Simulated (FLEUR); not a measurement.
# Calculated records

```xyz
5
Lattice="-2.004 2.004 5.047 2.004 -2.004 5.047 2.004 2.004 -5.047" Properties=species:S:1:pos:R:3 pbc="T T T" subject="CaCo2As2: which magnetic order is lowest" method="PBEsol; all-electron FLAPW, Dirac cores, scalar-relativistic bands" program="FLEUR MaX-R8.1" settings_of_one_run="kmax 3.85 1/bohr, gmax 11.6 1/bohr, muffin tin radii Ca: 2.8, Co: 2.13, As: 2.13 bohr, lmax Ca: [10, 8], Co: [8, 6], As: [8, 6], hist occupations, smearing width 0.08 eV, mixer Anderson, mixing 0.05, max iterations 90, stop 2.00e-5 me/bohr³, collinear spin, 10×10×10 k-mesh, mesh matched on, starting moments 0 2 2 0 0 μB" cost="3 runs, 17 min in all on 4 MPI ranks of Arm Neoverse V2, shared host (the runs of this entry)" notes="The run is spin-polarised, with a total moment of 1.40 μB a cell. Only 3 starts were tried; other patterns of signs, canted and longer-period orders were not." lowest_state_found="ferromagnetic (initial ferro ++)" largest_site_spin_moment="0.679 μB" next_finished_state="non-magnetic, 35.4 meV a seeded atom higher" energy_gained_by_spin_polarisation="35.4 meV a seeded atom"
Ca    0.000    0.000    0.000
Co    0.000    2.004    2.524
Co    2.004    0.000    2.524
As    0.000    0.000    3.669
As    0.000    0.000    6.425
```

[Logs and program files are shortened in this print: banners, set-up blocks, solver, clock and traceback lines can be left out without a mark of their own.]

[Logs are printed without paths, hosts, clocks, repeated set-up lines and the standing remarks that a program may print on its own settings, such as how far it seeks lower states.]

[Hosts, paths, dates, database ids (printed as entryN), source tags and the programs' standing remarks are cut or masked in the printed files.]

[Where a cell is said to come from a database of computed structures, the database is the Materials Project.]
